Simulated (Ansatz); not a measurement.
In doubt: one-shot GW on d or f shells is unsure, so the values of those runs are not to be relied on.

Rows from a G0W0 calculation on KBaCeBiO6 (F-43m) (Ansatz 0.2.0; G0W0 on PBE, plane waves, PAW; PAW set soft_1; 4×4×4 mesh, 911 empty bands, screening to 180 eV, PAW set soft_1 files), in eV. Spin-orbit coupling is left out.

```tsv
row	Σx	Σc	Vxc	Z
A	-17.78	-2.85	-21.24	0.74
B	-25.80	4.89	-20.41	0.69
C	-22.39	-12.78	-36.92	0.56
D	-17.46	-3.53	-21.71	0.73
E	-22.63	-13.21	-37.61	0.55
F	-25.71	4.89	-20.31	0.69
```

Which rows are filled states and which are empty ones, and how can one tell?

Filled: B and F. Empty: A, C, D and E. The sign of Σc tells: for a filled state bare exchange, which holds its interaction with itself, lies below Vxc (Σx − Vxc is -5.4 eV or lower here) and screening gives part back as a positive Σc. For an empty state Σx lies above Vxc (+3.5 eV or more) and the Coulomb hole leaves Σc negative.

[Paths, hosts, dates, memory and timing lines, banners, echoed tables and standing remarks are left out of the program output.]

[Logs are printed without paths, hosts, clocks, repeated set-up lines and the standing remarks that a program may print on its own settings, such as how far it seeks lower states.]

[Runs of the session that timed out or met a known fault of the program may be left out.]

[Cells called generated may have been cut or substituted from an entry of the Crystallography Open Database or the Materials Project.]

[Hosts, paths, dates, database ids (printed as entryN), source tags and the programs' standing remarks are cut or masked in the printed files.]
